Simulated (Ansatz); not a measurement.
# CdSe (Cadmoselite): converging the G0W0 gap

How do accuracy and time trade against each other in G0W0 on CdSe (Cadmoselite)?

Program: Ansatz 0.2.0. Level of theory: G0W0 on PBE, plane waves, PAW. Results are calculated unless marked as measured.

This is a report of a sequence of runs, with most program output left out.

The database entry behind the starting cell differs from later determinations by our own check (inner coordinate of an old entry), so it need not match the best structure at ambient conditions.

### 1. Starting point

It takes space group P6_3mc (No. 186, hexagonal). Conventional cell: a = 4.300 Å, b = 4.300 Å, c = 7.020 Å, α = 90.00°, β = 90.00°, γ = 120.00°. Nearest to Cd lie 4 Se at 2.61 to 2.70 Å. Se has 4 Cd at 2.61 to 2.70 Å nearest. Farther neighbours and most contacts between anions are not listed.

The cell and positions come from the Crystallography Open Database and are kept as given unless a step says otherwise. The default PAW set here is soft_2. Its files were made with PBE.

### 2. 118 empty bands, screening to 60 eV

Now the one-shot GW correction: screening in the RPA, then the self-energy of the levels asked for.

input.yaml

```yaml
crystal:
  lattice:
    - [4.3, 0.0, 0.0]
    - [-2.15, 3.7239092363, 0.0]
    - [0.0, 0.0, 7.02]
  atoms:
    - { symbol: Cd, position: [0.3333333333, 0.6666666667, 0.0] }
    - { symbol: Cd, position: [0.6666666667, 0.3333333333, 0.5] }
    - { symbol: Se, position: [0.3333333333, 0.6666666667, 0.385] }
    - { symbol: Se, position: [0.6666666667, 0.3333333333, 0.885] }
kpoints:
  mp_grid: { grid: [6, 6, 2] }
hamiltonian:
  xc: pbe
scf:
  occupations: { method: fixed }
gw:
  n_empty_bands: 118
  ecut_chi: 60
  qp_bands: [v2, c2]
  qp_kpoints: band_edges
  screening: { model: contour_deformation }
```

Launch:

```bash
$ ansatz run input.yaml --threads 3 --pin off --max-ram 92160MiB --backend cuda --events-out ev --progress --plain --runs-dir out --devices 1 --max-vram 13GiB
```

Elapsed: 24 s, on 1 × NVIDIA H100 80GB HBM3 (shared by 6 runs) with 3 threads of AMD EPYC 7R13 (Zen 3), shared host; peak memory 1.2 GiB.

Numbers from this step:

- bands summed: 154
- RPA ε∞ on this mesh (eigenvalues): 15.63, 15.63, 15.88
- plane waves in the screening matrix: 123
- q-points in the mesh: 72
- G0W0 gap on the mesh: 1.268 eV
- k of the valence top: 0, 0, 0
- k of the conduction bottom: 0, 0, 0
- starting gap on the mesh: 0.7031 eV
- Z at the valence top: 0.7287
- Z at the conduction bottom: 0.7581
- least direct G0W0 gap on the computed points: 1.268 eV

The gap on the mesh goes from 0.70 eV to 1.27 eV, a correction of +0.57 eV. Between the two edge states, bare exchange in place of the xc potential would open the gap by 5.88 eV, and correlation takes back 5.31 eV.

### 3. 335 empty bands, screening to 120 eV

Bands and screening cutoff are moved together, since each hides the error of the other.

Changes to input.yaml since step 2:

```diff
@@ -17,4 +17,4 @@
 gw:
-  n_empty_bands: 118
-  ecut_chi: 60
+  n_empty_bands: 335
+  ecut_chi: 120
   qp_bands: [v2, c2]
```

It took 33 s on 1 × NVIDIA H100 80GB HBM3 (shared by 6 runs) with 3 threads; peak memory 1.6 GiB; 42 s of CPU time.

This step gave:

```
bands summed                                 : 371
RPA ε∞ on this mesh (eigenvalues)            : 15.58, 15.58, 15.85
plane waves in the screening matrix          : 325
q-points in the mesh                         : 72
G0W0 gap on the mesh                         : 1.333 eV
k of the valence top                         : 0, 0, 0
k of the conduction bottom                   : 0, 0, 0
starting gap on the mesh                     : 0.7031 eV
Z at the valence top                         : 0.7250
Z at the conduction bottom                   : 0.7565
least direct G0W0 gap on the computed points : 1.333 eV
```

Against the run with 6×6×2 mesh, 118 empty bands, screening to 60 eV, the gap moves by +0.06 eV.

### 4. 721 empty bands, screening to 200 eV

Changes to input.yaml since step 3:

```diff
@@ -17,4 +17,4 @@
 gw:
-  n_empty_bands: 335
-  ecut_chi: 120
+  n_empty_bands: 721
+  ecut_chi: 200.0
   qp_bands: [v2, c2]
```

Wall time 69 s (1 × NVIDIA H100 80GB HBM3 (shared by 6 runs) with 3 threads); peak memory 2.8 GiB.

Numbers from this step:

* bands summed: 757
* RPA ε∞ on this mesh (eigenvalues): 15.57, 15.57, 15.85
* plane waves in the screening matrix: 701
* G0W0 gap on the mesh: 1.318 eV
* k of the valence top: 0, 0, 0
* k of the conduction bottom: 0, 0, 0
* starting gap on the mesh: 0.7031 eV
* least direct G0W0 gap on the computed points: 1.318 eV

Against the run with 6×6×2 mesh, 335 empty bands, screening to 120 eV, the gap moves by −0.015 eV.

### 5. Changing the frequency model: 6×6×2 mesh, 335 empty bands, screening to 120 eV, plasmon pole

A plasmon pole stands in for the full frequency dependence of the screening; this run shows what that costs in accuracy. Bands and cutoff differ from the step before, so it is read against an earlier run that matches them.

Changes to input.yaml since step 4:

```diff
@@ -17,6 +17,6 @@
 gw:
-  n_empty_bands: 721
-  ecut_chi: 200.0
+  n_empty_bands: 335
+  ecut_chi: 120
   qp_bands: [v2, c2]
   qp_kpoints: band_edges
-  screening: { model: contour_deformation }
+  screening: { model: godby_needs }
```

Elapsed: 35 s, on 1 × NVIDIA H100 80GB HBM3 (shared by 6 runs) with 3 threads; peak memory 2.1 GiB; 48 s of CPU time.

Numbers from this step:

| Item | Value |
| --- | --- |
| bands summed | 371 |
| plasmon-pole fit frequency | 29.72 eV |
| RPA ε∞ on this mesh (eigenvalues) | 15.58, 15.58, 15.85 |
| plane waves in the screening matrix | 325 |
| G0W0 gap on the mesh | 1.403 eV |
| k of the valence top | 0, 0, 0 |
| k of the conduction bottom | 0, 0, 0 |
| starting gap on the mesh | 0.7031 eV |
| least direct G0W0 gap on the computed points | 1.403 eV |

Against the run with 6×6×2 mesh, 335 empty bands, screening to 120 eV, the gap moves by +0.07 eV.

### 6. Changing the files: 6×6×2 mesh, 335 empty bands, screening to 120 eV, hard PAW files

Other atomic data (hard PAW) test the pseudisation: the cutoff goes from 420 to 580 eV, with the same valence electrons.

Changes to input.yaml since step 5:

```diff
@@ -14,2 +14,3 @@
   xc: pbe
+  pseudopotentials: { kind: paw, source: ansatz }
 scf:
@@ -21,2 +22,2 @@
   qp_kpoints: band_edges
-  screening: { model: godby_needs }
+  screening: { model: contour_deformation }
```

Elapsed: 25 s, on 1 × NVIDIA H100 80GB HBM3 (shared by 6 runs) with 3 threads; peak memory 1.8 GiB; 39 s of CPU time.

Numbers from this step:

| Quantity | Value |
| --- | --- |
| bands summed | 371 |
| RPA ε∞ on this mesh (eigenvalues) | 15.61, 15.61, 15.87 |
| plane waves in the screening matrix | 325 |
| G0W0 gap on the mesh | 1.330 eV |
| k of the valence top | 0, 0, 0 |
| k of the conduction bottom | 0, 0, 0 |
| starting gap on the mesh | 0.7024 eV |
| least direct G0W0 gap on the computed points | 1.330 eV |

Against the run with 6×6×2 mesh, 335 empty bands, screening to 120 eV, the gap moves by −0.002 eV.

### 7. Convergence and cost

Times are wall times on 1 × NVIDIA H100 80GB HBM3 (shared by 6 runs) with 3 threads of AMD EPYC 7R13 (Zen 3), shared host, good to a factor of about two.

```csv
mesh,files,frequency,bands summed,cutoff (eV),start (eV),G0W0 (eV),time,host memory (GiB)
6×6×2,default PAW,contour deformation,154,60,0.703,1.268,24 s,1.2
6×6×2,default PAW,contour deformation,371,120,0.703,1.333,33 s,1.6
6×6×2,default PAW,contour deformation,757,200,0.703,1.318,69 s,2.8
6×6×2,default PAW,plasmon pole,371,120,0.703,1.403,35 s,2.1
6×6×2,hard PAW,contour deformation,371,120,0.702,1.330,25 s,1.8
```

How the two edges are built up, in eV (the quasiparticle level is the starting level plus Σx plus Σc less Vxc):

```csv
run,edge,start,Σx,Σc,Vxc,Z,QP
154 bands,valence top,7.48,-19.88,2.18,-17.47,0.73,7.25
154 bands,conduction bottom,8.18,-9.39,-3.14,-12.87,0.76,8.52
371 bands,valence top,7.48,-19.88,1.86,-17.47,0.72,6.93
371 bands,conduction bottom,8.18,-9.39,-3.39,-12.87,0.76,8.27
757 bands,valence top,7.48,-19.88,1.74,-17.47,0.72,6.82
757 bands,conduction bottom,8.18,-9.39,-3.52,-12.87,0.76,8.14
```

### 8. Outcome

| Quantity | Value |
| --- | --- |
| 154 bands, 60 eV | 1.268 eV |
| 371 bands, 120 eV | 1.333 eV |
| 757 bands, 200 eV | 1.318 eV |
| mesh and start | 6×6×2, PBE |

What this shows: From 154 to 757 bands the gap moves by +0.05 eV while the time grows 2.9-fold. Σc changes by −0.44 eV at the valence top and −0.39 eV at the conduction bottom, so the levels themselves move more than the gap between them. The gap turns back along the series, so no limit is drawn from it. The plasmon-pole model gives +0.07 eV against contour deformation, 11 % of the correction, and saved no time in this program. Hard PAW files move the gap by −0.002 eV at equal bands and cutoff, −0.001 eV of it in the start. The 6×6×2 mesh is coarse for this cell (its supercell is 14 Å along the shortest edge). The RPA ε∞ on it, from the PBE start, is 15.57 and 15.85; such meshes misread the long-range screening, most where the gap is narrow. The many-body steps are scalar-relativistic: spin-orbit coupling is not in them.

[Paths, hosts, dates, memory and timing lines, banners, echoed tables and standing remarks are left out of the program output.]

[Logs are printed without paths, hosts, clocks, repeated set-up lines and the standing remarks that a program may print on its own settings, such as how far it seeks lower states.]

[Runs of the session that timed out or met a known fault of the program may be left out.]

[Cells called generated may have been cut or substituted from an entry of the Crystallography Open Database or the Materials Project.]

[Hosts, paths, dates, database ids (printed as entryN), source tags and the programs' standing remarks are cut or masked in the printed files.]
